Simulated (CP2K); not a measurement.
Consider isocyanobenzene at its PBE geometry (Å).

```xyz
13

C     3.5702    0.6685   -0.1398
N     2.4049    0.4544   -0.0961
C     1.0423    0.1976   -0.0418
C     0.1366    1.2666    0.0321
C    -1.2316    0.9988    0.0871
C    -1.6960   -0.3203    0.0696
C    -0.7857   -1.3794   -0.0060
C     0.5853   -1.1289   -0.0620
H     0.5139    2.2877    0.0445
H    -1.9380    1.8265    0.1426
H    -2.7657   -0.5219    0.1141
H    -1.1435   -2.4083   -0.0229
H     1.3074   -1.9412   -0.1215
```

Method: CP2K XAS_TDP, all-electron GAPW, PBEh(45%), aug-cc-pVDZ, TDA, no relativity.

Question: Where do the N K-edge lines lie, and how strong are they?

Leading lines: N2 396.88 eV. The leading line of an atom is its first one with 35 % of the strongest within 2.5 eV of its lowest line over the strength cut. 

The first six lines of each atom with a strength over 0.0015:

```
              atom  energy (eV)  states  strength, one atom
N2 (bonded to 2 C)       396.88       1              0.0264
                         397.08       1              0.0407
                         399.43       1              0.0210
                         401.48       1              0.0063
                         403.09       1              0.0049
                         403.94       1              0.0030
```

Lines are vertical, at one geometry, with no vibrational structure. Without a correction of the core level, line positions, and the gaps between valence and Rydberg lines, follow the share of exact exchange. At this level such K lines come out 3 to 6 eV under measured ones. These values hold no scalar relativity, about 0.2 eV for N 1s. Rydberg lines, and the discretised continuum above threshold, depend on the basis and the box.

[Banner, clock and machine lines of the logs are left out without a mark of their own.]

[Logs are printed without paths, hosts, clocks, repeated set-up lines and the standing remarks that a program may print on its own settings, such as how far it seeks lower states.]

[Hosts, paths, dates, database ids (printed as entryN), source tags and the programs' standing remarks are cut or masked in the printed files.]
